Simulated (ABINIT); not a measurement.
# Selenium (P3_121, 3 atoms a cell): G0W0 with ABINIT, start to end, part 2 of 3

How does a plane-wave GW calculation on Selenium (P3_121, 3 atoms a cell) run from the first input to the gap?

ABINIT 10.8.3; PBE and many-body steps on it, plane waves. Known limits of the many-body steps: not at the basis limit; no spin-orbit coupling; coarse k mesh.

So far. Step 2 (Ground state): The gap is indirect, with the least direct gap 0.23 eV higher.

## (3) Bands along the symmetry lines

Level of this step: DFT, PBE, plane waves, norm-conserving pseudopotentials (ABINIT).

The cheap functional maps the bands first; the places of the edges decide which points the dearer methods must see.

run.abi

```
acell 3*1.0 Angstrom
rprim 
  4.366199999998 0.000000000000 0.000000000000
  -2.183099999999 3.781240118002 0.000000000000
  0.000000000000 0.000000000000 4.953600000000
ntypat 1
znucl 34
natom 3
typat 1 1 1
xred 
  0.225400000000 0.000000000000 0.333333333333
  0.000000000000 0.225400000000 0.666666666667
  0.774600000000 0.774600000000 0.000000000000
pp_dirpath "pseudos"
pseudos "Se.upf"
ecut 48
iscf -2
irdden 1
kptopt 0
nkpt 75
kpt 
  0.00000000 0.00000000 0.00000000
  0.06250000 0.00000000 0.00000000
  0.12500000 0.00000000 0.00000000
  0.18750000 0.00000000 0.00000000
  0.25000000 0.00000000 0.00000000
  0.31250000 0.00000000 0.00000000
  0.37500000 0.00000000 0.00000000
  0.43750000 0.00000000 0.00000000
  0.50000000 0.00000000 0.00000000
  0.47916667 0.04166667 0.00000000
  0.45833333 0.08333333 0.00000000
  0.43750000 0.12500000 0.00000000
  0.41666666 0.16666666 0.00000000
  0.39583333 0.20833333 0.00000000
  0.37500000 0.25000000 0.00000000
  0.35416666 0.29166666 0.00000000
  0.33333333 0.33333333 0.00000000
  0.29166666 0.29166666 0.00000000
  0.25000000 0.25000000 0.00000000
  0.20833333 0.20833333 0.00000000
  0.16666666 0.16666666 0.00000000
  0.12500000 0.12500000 0.00000000
  0.08333333 0.08333333 0.00000000
  0.04166667 0.04166667 0.00000000
  0.00000000 0.00000000 0.00000000
  0.00000000 0.00000000 0.06250000
  0.00000000 0.00000000 0.12500000
  0.00000000 0.00000000 0.18750000
  0.00000000 0.00000000 0.25000000
  0.00000000 0.00000000 0.31250000
  0.00000000 0.00000000 0.37500000
  0.00000000 0.00000000 0.43750000
  0.00000000 0.00000000 0.50000000
  0.06250000 0.00000000 0.50000000
  0.12500000 0.00000000 0.50000000
  0.18750000 0.00000000 0.50000000
  0.25000000 0.00000000 0.50000000
  0.31250000 0.00000000 0.50000000
  0.37500000 0.00000000 0.50000000
  0.43750000 0.00000000 0.50000000
  0.50000000 0.00000000 0.50000000
  0.47916667 0.04166667 0.50000000
  0.45833333 0.08333333 0.50000000
  0.43750000 0.12500000 0.50000000
  0.41666666 0.16666666 0.50000000
  0.39583333 0.20833333 0.50000000
  0.37500000 0.25000000 0.50000000
  0.35416666 0.29166666 0.50000000
  0.33333333 0.33333333 0.50000000
  0.29166666 0.29166666 0.50000000
  0.25000000 0.25000000 0.50000000
  0.20833333 0.20833333 0.50000000
  0.16666666 0.16666666 0.50000000
  0.12500000 0.12500000 0.50000000
  0.08333333 0.08333333 0.50000000
  0.04166667 0.04166667 0.50000000
  0.00000000 0.00000000 0.50000000
  0.50000000 0.00000000 0.50000000
  0.50000000 0.00000000 0.43750000
  0.50000000 0.00000000 0.37500000
  0.50000000 0.00000000 0.31250000
  0.50000000 0.00000000 0.25000000
  0.50000000 0.00000000 0.18750000
  0.50000000 0.00000000 0.12500000
  0.50000000 0.00000000 0.06250000
  0.50000000 -0.00000000 0.00000000
  0.33333333 0.33333333 0.50000000
  0.33333333 0.33333333 0.43750000
  0.33333333 0.33333333 0.37500000
  0.33333333 0.33333333 0.31250000
  0.33333333 0.33333333 0.25000000
  0.33333333 0.33333333 0.18750000
  0.33333333 0.33333333 0.12500000
  0.33333333 0.33333333 0.06250000
  0.33333333 0.33333333 0.00000000
istwfk *1
nband 43
nbdbuf 2
tolwfr 1e-08
nstep 40
prtwf 0
prtvol 0
indata_prefix "in"
outdata_prefix "out"
tmpdata_prefix "tmp"
```

On the command line:

```console
$ OMP_NUM_THREADS=1 mpirun -n 4 abinit run.abi > log
```

Numbers of over 12 decimals in the logs are rounded to 6 here.

What it wrote:

```text
.Version 10.8.3 of ABINIT. v10.8.2 released Aug 2026.

 Symmetries : space group P3_1 2 1 (#152); Bravais hP (primitive hexag.)
[... echo of the input left out ...]
== DATASET  1 ==================================================================
-   mpi_nproc: 4, omp_nthreads: 1 (-1 if OMP is not activated)

--- !DatasetInfo
iteration_state: {dtset: 1, }
dimensions: {natom: 3, nkpt: 75, mband: 43, nsppol: 1, nspinor: 1, nspden: 1, mpw: 8802, }
cutoff_energies: {ecut:  48.0, pawecutdg:  -1.0, }
electrons: {nelect:   7.20000000E+01, charge:   0.00000000E+00, occopt:   1.00000000E+00, tsmear:   1.00000000E-02, }

 Real(R)+Recip(G) space primitive vectors, cartesian coordinates (Bohr,Bohr^-1):
 R(1)=  8.2509222  0.0000000  0.0000000  G(1)=  0.1211986  0.0699740  0.0000000
 R(2)= -4.1254611  7.1455082  0.0000000  G(2)=  0.0000000  0.1399481  0.0000000
 R(3)=  0.0000000  0.0000000  9.3609473  G(3)=  0.0000000  0.0000000  0.1068268
 Unit cell volume ucvol=  5.5189368E+02 bohr^3
 Angles (23,13,12)=  9.00000000E+01  9.00000000E+01  1.20000000E+02 degrees

 getcut: wavevector=  0.0000  0.0000  0.0000  ngfft=  54  54  60
         ecut(hartree)=     48.000   => boxcut(ratio)=   2.05516

--- Pseudopotential description ------------------------------------------------
- Se Generated using ONCVPSP code by D. R. Hamann
- 34.00000  24.00000  171031                  znucl, zion, pspdat
12 -101130 2 -1 1214                          pspcod,pspxc,lmax,lloc,mmax
     nproj     2     2     2
  pspatm : epsatm=   25.39064422
         --- l  ekb(1:nproj) -->
             0    3.556845   -2.828139
             1   -7.179526   -2.430107
             2  -10.025082   -4.447563
 pspatm: atomic psp has been read  and splines computed

--------------------------------------------------------------------------------

================================================================================
 prteigrs : about to open file out_EIG
 Non-SCF case, kpt    1 (  0.00000  0.00000  0.00000), residuals and eigenvalues=
  4.98E-09  2.91E-09  6.20E-09  2.23E-09  1.99E-09  6.76E-09  5.35E-09  9.97E-09
  1.63E-09  1.35E-09  3.42E-09  9.72E-09  3.30E-09  7.78E-09  2.19E-09  1.78E-09
  2.97E-09  1.69E-09  9.52E-09  2.10E-09  3.06E-09  2.92E-09  2.13E-09  3.49E-09
[...]
-7.5047E+00 -7.5047E+00 -7.5047E+00 -5.2845E+00 -5.2845E+00 -5.2844E+00
 -5.2822E+00 -5.2822E+00 -5.2822E+00 -5.2740E+00 -5.2740E+00 -5.2739E+00
 -1.6183E+00 -1.6183E+00 -1.6170E+00 -1.6168E+00 -1.6168E+00 -1.6150E+00
[...]
4.6742E-01
 Non-SCF case, kpt    2 (  0.06250  0.00000  0.00000), residuals and eigenvalues=
[...]
4.6680E-01
 Non-SCF case, kpt    3 (  0.12500  0.00000  0.00000), residuals and eigenvalues=
[...]
4.6705E-01
[...]
Non-SCF case, kpt   74 (  0.33333  0.33333  0.06250), residuals and eigenvalues=
[...]
5.1739E-01
 Non-SCF case, kpt   75 (  0.33333  0.33333  0.00000), residuals and eigenvalues=
[...]
-2.5617E-02 -2.5617E-02  5.3648E-02  5.3649E-02  5.8104E-02  9.7376E-02
  2.7014E-01  2.7014E-01  2.9426E-01  3.7432E-01  4.4101E-01  4.4101E-01
  5.1794E-01

--- !ResultsGS
iteration_state: {dtset: 1, }
comment   : Summary of ground state results
lattice_vectors:
- [  8.2509222,   0.0000000,   0.0000000, ]
- [ -4.1254611,   7.1455082,   0.0000000, ]
- [  0.0000000,   0.0000000,   9.3609473, ]
lattice_lengths: [   8.25092,    8.25092,    9.36095, ]
lattice_angles: [ 90.000,  90.000, 120.000, ] # degrees, (23, 13, 12)
lattice_volume:   5.5189368E+02
convergence: {deltae:  0.000E+00, res2:  0.000E+00, residm:  9.997E-09, diffor:  0.000E+00, }
etotal    :  -1.01478471E+03
entropy   :   0.00000000E+00
fermie    :   1.57728916E-01
cartesian_stress_tensor: null
pressure_GPa: null
xred      :
- [  2.2540E-01,   9.2519E-18,   3.3333E-01, Se]
- [  2.9513E-18,   2.2540E-01,   6.6667E-01, Se]
- [  7.7460E-01,   7.7460E-01,  -9.2519E-18, Se]
cartesian_forces: null
force_length_stats: {min: null, max: null, mean: null, }

 Integrated electronic density in atomic spheres:
 ------------------------------------------------
 Atom  Sphere_radius  Integrated_density
[...]
================================================================================

 ----iterations are completed or convergence reached----

 Mean square residual over all n,k,spin=   40.773E-10; max=  99.968E-10
 reduced coordinates (array xred) for    3 atoms
[...]
cartesian coordinates (angstrom) at end:
    1      0.984141     0.000000     1.651200
    2     -0.492071     0.852292     3.302400
    3      1.691029     2.928949    -0.000000
 length scales=  1.889726125908  1.889726125908  1.889726125908 bohr
              =  1.000000000000  1.000000000000  1.000000000000 angstroms
 prteigrs : about to open file out_EIG
 Eigenvalues (hartree) for nkpt=  75  k points:
 kpt#   1, nband= 43, wtk=  1.00000, kpt=  0.0000  0.0000  0.0000 (reduced coord)
[...]
kpt#   2, nband= 43, wtk=  1.00000, kpt=  0.0625  0.0000  0.0000 (reduced coord)
[...]
kpt#   3, nband= 43, wtk=  1.00000, kpt=  0.1250  0.0000  0.0000 (reduced coord)
[...]
kpt#  74, nband= 43, wtk=  1.00000, kpt=  0.3333  0.3333  0.0625 (reduced coord)
[...]
0.43443    0.44305    0.51739
 kpt#  75, nband= 43, wtk=  1.00000, kpt=  0.3333  0.3333  0.0000 (reduced coord)
[...]
-1.60591   -1.60486   -1.60486   -0.40446   -0.28378   -0.28378   -0.02562   -0.02562
   0.05365    0.05365    0.05810    0.09738    0.27014    0.27014    0.29426    0.37432
   0.44101    0.44101    0.51794

== END DATASET(S) ==============================================================
================================================================================

 -outvars: echo values of variables after computation  --------
            nband          43
             nkpt          75
          spgroup         152
 [... the other variables as echoed above ...]

 Calculation completed.
```

The job ended after 2.2 min (4 MPI ranks of Arm Neoverse V1, shared host; peak memory 0.73 GiB).

This step gave:

```yaml
gap: 1.036 eV
k_of_the_valence_top: 0.5, 0, 0.5
k_of_the_conduction_bottom: 0.3333, 0.3333, 0.5
least_direct_gap: 1.225 eV
```

The gap is 1.036 eV, as in the run before at this level.

The electronic bands at the labelled points (eV, zero at the top of the highest filled band):

```csv
point,band 33,band 34,band 35,band 36,band 37,band 38,band 39,band 40
Γ,-3.77,-2.05,-2.05,-0.42,1.88,1.88,2.16,6.16
halfway,-3.61,-2.05,-1.66,-0.81,1.88,2.00,2.79,5.96
M,-3.46,-2.91,-1.79,-1.01,1.93,2.32,4.10,5.28
halfway,-3.23,-2.88,-2.12,-1.37,2.33,2.86,3.89,5.68
K,-2.83,-2.83,-2.71,-1.64,3.06,3.06,3.72,5.89
halfway,-3.44,-2.20,-1.71,-1.03,2.10,2.24,2.86,5.81
Γ,-3.77,-2.05,-2.05,-0.42,1.88,1.88,2.16,6.16
halfway,-3.51,-1.96,-1.58,-0.85,1.45,1.52,1.69,6.74
A,-3.40,-1.56,-1.56,-1.13,1.21,1.21,1.28,6.28
halfway,-3.89,-1.73,-1.29,-1.00,1.62,1.97,2.55,6.47
L,-4.25,-1.93,-1.39,0.00,1.66,2.71,2.95,6.27
halfway,-4.64,-1.20,-1.16,-0.02,1.42,2.67,2.86,6.38
H,-4.96,-0.99,-0.23,-0.23,1.04,2.71,2.71,6.66
halfway,-4.14,-1.35,-1.17,-1.11,1.50,2.26,2.71,6.33
A,-3.40,-1.56,-1.56,-1.13,1.21,1.21,1.28,6.28
jump to L,-4.25,-1.93,-1.39,0.00,1.66,2.71,2.95,6.27
halfway,-3.72,-2.00,-1.83,-0.78,1.85,2.58,3.51,6.07
M,-3.46,-2.91,-1.79,-1.01,1.93,2.32,4.10,5.28
jump to H,-4.96,-0.99,-0.23,-0.23,1.04,2.71,2.71,6.66
halfway,-3.85,-2.42,-1.41,-0.59,2.24,3.14,3.16,6.77
K,-2.83,-2.83,-2.71,-1.64,3.06,3.06,3.72,5.89
```

## (4) Empty states on the mesh, 3×3×2 mesh, 105 bands

The sums over transitions need many empty states on a uniform mesh; this step solves for them.

run.abi

```
acell 3*1.0 Angstrom
rprim 
  4.366199999998 0.000000000000 0.000000000000
  -2.183099999999 3.781240118002 0.000000000000
  0.000000000000 0.000000000000 4.953600000000
ntypat 1
znucl 34
natom 3
typat 1 1 1
xred 
  0.225400000000 0.000000000000 0.333333333333
  0.000000000000 0.225400000000 0.666666666667
  0.774600000000 0.774600000000 0.000000000000
pp_dirpath "pseudos"
pseudos "Se.upf"
ecut 48
ngkpt 3 3 2
nshiftk 1
shiftk 0 0 0
kptopt 1
chksymbreak 0
iscf -2
irdden 1
istwfk *1
nband 105
nbdbuf 8
tolwfr 1e-09
nstep 60
prtvol 0
indata_prefix "in"
outdata_prefix "out"
tmpdata_prefix "tmp"
```

What it wrote:

```text
.Version 10.8.3 of ABINIT. v10.8.2 released Aug 2026.

 Symmetries : space group P3_1 2 1 (#152); Bravais hP (primitive hexag.)
[... echo of the input left out ...]
== DATASET  1 ==================================================================
-   mpi_nproc: 4, omp_nthreads: 1 (-1 if OMP is not activated)

--- !DatasetInfo
iteration_state: {dtset: 1, }
dimensions: {natom: 3, nkpt: 6, mband: 105, nsppol: 1, nspinor: 1, nspden: 1, mpw: 8799, }
cutoff_energies: {ecut:  48.0, pawecutdg:  -1.0, }
electrons: {nelect:   7.20000000E+01, charge:   0.00000000E+00, occopt:   1.00000000E+00, tsmear:   1.00000000E-02, }

 Real(R)+Recip(G) space primitive vectors, cartesian coordinates (Bohr,Bohr^-1):
 R(1)=  8.2509222  0.0000000  0.0000000  G(1)=  0.1211986  0.0699740  0.0000000
 R(2)= -4.1254611  7.1455082  0.0000000  G(2)=  0.0000000  0.1399481  0.0000000
 R(3)=  0.0000000  0.0000000  9.3609473  G(3)=  0.0000000  0.0000000  0.1068268
 Unit cell volume ucvol=  5.5189368E+02 bohr^3
 Angles (23,13,12)=  9.00000000E+01  9.00000000E+01  1.20000000E+02 degrees

 getcut: wavevector=  0.0000  0.0000  0.0000  ngfft=  54  54  60
         ecut(hartree)=     48.000   => boxcut(ratio)=   2.05516

--- Pseudopotential description ------------------------------------------------
- Se Generated using ONCVPSP code by D. R. Hamann
- 34.00000  24.00000  171031                  znucl, zion, pspdat
12 -101130 2 -1 1214                          pspcod,pspxc,lmax,lloc,mmax
     nproj     2     2     2
  pspatm : epsatm=   25.39064422
         --- l  ekb(1:nproj) -->
             0    3.556845   -2.828139
             1   -7.179526   -2.430107
             2  -10.025082   -4.447563
 pspatm: atomic psp has been read  and splines computed

--------------------------------------------------------------------------------

================================================================================
 prteigrs : about to open file out_EIG
 Non-SCF case, kpt    1 (  0.00000  0.00000  0.00000), residuals and eigenvalues=
  4.96E-10  6.02E-10  8.56E-10  6.02E-10  4.63E-10  4.82E-10  3.36E-10  3.29E-10
  4.33E-10  3.38E-10  4.57E-10  4.24E-10  4.16E-10  9.20E-10  6.43E-10  9.33E-10
  5.88E-10  5.08E-10  7.29E-10  9.33E-10  5.93E-10  5.76E-10  4.44E-10  6.53E-10
[...]
3.79E-04
 -7.5047E+00 -7.5047E+00 -7.5047E+00 -5.2845E+00 -5.2845E+00 -5.2844E+00
 -5.2822E+00 -5.2822E+00 -5.2822E+00 -5.2740E+00 -5.2740E+00 -5.2739E+00
 -1.6183E+00 -1.6183E+00 -1.6170E+00 -1.6168E+00 -1.6168E+00 -1.6150E+00
[...]
1.5774E+00  1.5831E+00  1.5864E+00  1.6260E+00  1.6260E+00  1.6437E+00
  1.6608E+00  1.6608E+00  1.7107E+00  1.7436E+00  1.7984E+00  1.7986E+00
[...]
prteigrs : prtvol=0 or 1, do not print more k-points.

--- !ResultsGS
iteration_state: {dtset: 1, }
comment   : Summary of ground state results
lattice_vectors:
- [  8.2509222,   0.0000000,   0.0000000, ]
- [ -4.1254611,   7.1455082,   0.0000000, ]
- [  0.0000000,   0.0000000,   9.3609473, ]
lattice_lengths: [   8.25092,    8.25092,    9.36095, ]
lattice_angles: [ 90.000,  90.000, 120.000, ] # degrees, (23, 13, 12)
lattice_volume:   5.5189368E+02
convergence: {deltae:  0.000E+00, res2:  0.000E+00, residm:  9.953E-10, diffor:  0.000E+00, }
etotal    :  -1.01478471E+03
entropy   :   0.00000000E+00
fermie    :   1.57728916E-01
cartesian_stress_tensor: null
pressure_GPa: null
xred      :
- [  2.2540E-01,   9.2519E-18,   3.3333E-01, Se]
- [  2.9513E-18,   2.2540E-01,   6.6667E-01, Se]
- [  7.7460E-01,   7.7460E-01,  -9.2519E-18, Se]
cartesian_forces: null
force_length_stats: {min: null, max: null, mean: null, }

 Integrated electronic density in atomic spheres:
 ------------------------------------------------
 Atom  Sphere_radius  Integrated_density
[...]
================================================================================

 ----iterations are completed or convergence reached----

 Mean square residual over all n,k,spin=   48.626E-11; max=  99.530E-11
 reduced coordinates (array xred) for    3 atoms
[...]
0.000000000000      0.225400000000      0.666666666667
       0.774600000000      0.774600000000     -0.000000000000

 cartesian coordinates (angstrom) at end:
    1      0.984141     0.000000     1.651200
    2     -0.492071     0.852292     3.302400
    3      1.691029     2.928949    -0.000000
 length scales=  1.889726125908  1.889726125908  1.889726125908 bohr
              =  1.000000000000  1.000000000000  1.000000000000 angstroms
 prteigrs : about to open file out_EIG
 Eigenvalues (hartree) for nkpt=   6  k points:
 kpt#   1, nband=105, wtk=  0.05556, kpt=  0.0000  0.0000  0.0000 (reduced coord)
[...]
1.48968    1.57737    1.57737    1.58308    1.58637    1.62598    1.62598    1.64372
   1.66082    1.66082    1.71073    1.74359    1.79836    1.79858    1.80953    1.81063
   1.84063
 prteigrs : prtvol=0 or 1, do not print more k-points.

== END DATASET(S) ==============================================================
================================================================================

 -outvars: echo values of variables after computation  --------
            nband         105
             nkpt           6
          spgroup         152
 [... the other variables as echoed above ...]

 Calculation completed.
```

It took 46 s on 4 MPI ranks; peak memory 0.41 GiB; 3.1 min of CPU time.

Numbers from this step:

```
gap                                                           : 1.265 eV
k of the valence top                                          : 0.3333, 0.3333, 0.5
k of the conduction bottom                                    : 0.3333, 0.3333, 0.5
least direct gap                                              : 1.265 eV
k points computed                                             : 6
lowest point of the top converged band, above the valence top : 39.71 eV
```

On this mesh the gap is 1.265 eV. The earlier step found 1.036 eV, so this mesh misses an edge.

## (5) Screening, 3×3×2 mesh, 97 bands, screening to 108.8 eV

The RPA dielectric matrix is built and inverted for each q.

This step: RPA screening on PBE, plane waves, norm-conserving pseudopotentials.

run.abi: that of step 4 with these lines changed.

```diff
@@ -21,10 +21,11 @@
 chksymbreak 0
-iscf -2
-irdden 1
 istwfk *1
-nband 105
-nbdbuf 8
-tolwfr 1e-09
-nstep 60
-prtvol 0
+occopt 1
+irdwfk 1
+optdriver 3
+nband 97
+ecuteps 4
+inclvkb 2
+awtr 1
+symchi 1
 indata_prefix "in"
```

What it wrote:

```text
.Version 10.8.3 of ABINIT. v10.8.2 released Aug 2026.

 Symmetries : space group P3_1 2 1 (#152); Bravais hP (primitive hexag.)
[... echo of the input left out ...]
== DATASET  1 ==================================================================
-   mpi_nproc: 4, omp_nthreads: 1 (-1 if OMP is not activated)

--- !DatasetInfo
iteration_state: {dtset: 1, }
dimensions: {natom: 3, nkpt: 6, mband: 97, nsppol: 1, nspinor: 1, nspden: 1, mpw: 8799, }
cutoff_energies: {ecut:  48.0, pawecutdg:  -1.0, }
electrons: {nelect:   7.20000000E+01, charge:   0.00000000E+00, occopt:   1.00000000E+00, tsmear:   1.00000000E-02, }

 SCREENING: Calculation of the susceptibility and dielectric matrices

 Based on a program developped by R.W. Godby, V. Olevano, G. Onida, and L. Reining.
 Incorporated in ABINIT by V. Olevano, G.-M. Rignanese, and M. Torrent.
.Using double precision arithmetic ; gwpc =  8

[... cell and pseudopotentials left out ...]
--------------------------------------------------------------------------------

 ==== K-mesh for the wavefunctions ====
 Number of points in the irreducible wedge :     6
[... list of points left out ...]
 Together with  6 symmetry operations and time-reversal symmetry
 yields    18 points in the full Brillouin Zone.

 ==== Q-mesh for the screening function ====
 Number of points in the irreducible wedge :     6
[... list of points left out ...]
 Together with  6 symmetry operations and time-reversal symmetry
 yields    18 points in the full Brillouin Zone.

 setmesh: FFT mesh size selected  =    36x   36x   45
          total number of points  =        58320

 vcoul_init : cutoff-mode = AUXILIARY_FUNCTION
 q-points for optical limit:   1
     1)      0.000010    0.000020    0.000030

- screening: taking advantage of time-reversal symmetry
- Maximum band index for partially occupied states nbvw = 36
- Remaining bands to be divided among processors   nbcw = 61
- Number of bands treated by each node ~15

 Number of electrons calculated from density =   72.0000; Expected =   72.0000
 average of density, n =  0.130460
 r_s =    1.2231
 omega_plasma =   34.8413 [eV]

 calculating chi0 at frequencies [eV] :
  1    0.000000E+00    0.000000E+00
  2    0.000000E+00    3.484128E+01

--------------------------------------------------------------------------------
  q-point number  1        q = ( 0.000000, 0.000000, 0.000000) [r.l.u.]
--------------------------------------------------------------------------------
[... chi0 elements left out ...]
 For q-point:  0.000010 0.000020 0.000030
  dielectric constant =  15.6502
  dielectric constant without local fields =  17.8146

  Average fulfillment of the sum rule on Im[epsilon] for q-point    1 :     24.03  [%]
[... wings left out ...]
  q-point number  2        q = ( 0.333333, 0.000000, 0.000000) [r.l.u.]
--------------------------------------------------------------------------------
[... chi0 elements left out ...]
  Average fulfillment of the sum rule on Im[epsilon] for q-point    2 :     26.91  [%]

 [... 4 further q-points ...]
```

The job ended after 48 s (4 MPI ranks; peak memory 1.6 GiB).

Numbers from this step:

| Item | Value |
| --- | --- |
| ε∞ with local fields, on this mesh, along the program's q direction | 15.65 |
| the same without local fields | 17.81 |
| plasma frequency | 34.84 eV |
| plane waves in the screening matrix | 225 |

Local fields lower ε∞ by 12 %. On a Γ-centred mesh this coarse the value itself is usually too large, while a short band sum pulls it down.

(Continued in part 3 of 3.)

[Paths, hosts, dates, memory and timing lines, banners, echoed tables and standing remarks are left out of the program output.]

[Logs are printed without paths, hosts, clocks, repeated set-up lines and the standing remarks that a program may print on its own settings, such as how far it seeks lower states.]

[Runs of the session that timed out or met a known fault of the program may be left out.]

[Hosts, paths, dates, database ids (printed as entryN), source tags and the programs' standing remarks are cut or masked in the printed files.]

[G0W0 gaps are taken among the corrected bands and points alone; a level outside them can change the order at an edge.]

[Where Ansatz stands beside ABINIT at settings called matched, ABINIT's density can come from a denser mesh and the files from another edition; pairs whose starting gaps differed by over 0.03 eV were left out, so agreement reads better than it is.]
